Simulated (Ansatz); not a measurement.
# Gap against volume in glassy Ba4.1Hf30.6O65.3 (121 atoms)

Density of this cell: 8.46 g/cm³. The cell holds 121 atoms: 5 Ba, 37 Hf and 79 O. Cell: a = 12.068 Å, b = 11.794 Å, c = 11.805 Å, α = 88.0°, β = 90.3°, γ = 88.5°. The starting structure: 121 atoms (5 Ba, 37 Zr, 79 O) placed at random at 5.15 g/cm³, melted at 4500 K for 20 ps at fixed volume with the Morse and Coulomb pair potential with partial charges (Pedone, Malavasi, Menziani, Cormack and Segre, J. Phys. Chem. B 110, 11780 (2006)). Quenched from 4500 K to 300 K at 20 K/ps and fixed volume, held 20 ps at zero pressure. Then Zr was replaced by Hf (the potential has no terms for the new elements, so the cell is a start for a DFT relaxation).

Calculated with Ansatz 0.2.0: Kohn-Sham DFT, revPBE, PAW (set soft_2), plane waves; cutoff 420 eV, Γ point, fixed occupations. The relaxed cell was scaled evenly and the atoms were relaxed at each volume. The gap is that between the highest filled and the lowest empty Kohn-Sham level on the run's k-points.

| volume (Å³/atom) | gap (eV) |
| --- | --- |
| 12.486 | 3.693 |
| 13.041 | 3.832 |
| 13.457 | ? |
| 13.873 | 3.783 |
| 14.289 | 3.838 |
| 14.706 | 3.855 |

Task: Fit a straight line in ln V to the rows given and interpolate to the withheld row.

Worked fit:

A volume deformation potential makes the spacing linear in u = ln(V/V0), with V0 = 13.873 Å³ the relaxed volume; v is the spacing.

| u = ln(V/V0) | v (eV) |
| --- | --- |
| -0.105361 | 3.6934 |
| -0.0618754 | 3.8319 |
| 0 | 3.7828 |
| 0.0295591 | 3.8378 |
| 0.0582695 | 3.8549 |

With n = 5: mean u = -0.0158816, mean v = 3.80016, Σ(u − ū)² = 0.017938, Σ(u − ū)(v − v̄) = 0.013587. Slope b = 0.013587 / 0.017938 = 0.75745; intercept a = v̄ − b ū = 3.8122.

At the withheld volume u = -0.03046, and v = a + b u.

Prediction at 13.457: 3.789 eV. The run gave 3.800 eV, so the fit is low by 0.011 eV (0.28 % of the value).

The rows follow a line only loosely (correlation 0.77 in size over all rows, under the 0.97 asked here), so the slope of +0.76 eV is a mean trend and no deformation potential. Among the rows given, the largest miss of the fit is at 13.041, by 0.067 eV (41 % of the range of the table).

Limits: The table spans 16 % in volume, wide for a linear law. Semilocal functionals tend to put gaps under measured ones. Only the Γ point is sampled. Atoms move by up to 1.0 Å in these relaxations, so the structure changes along the series. Defect or tail levels can set the spacing of a disordered cell. Spin–orbit coupling is left out, which matters for the levels of the heavy elements.

[Hosts, paths, dates, database ids (printed as entryN), source tags and the programs' standing remarks are cut or masked in the printed files.]
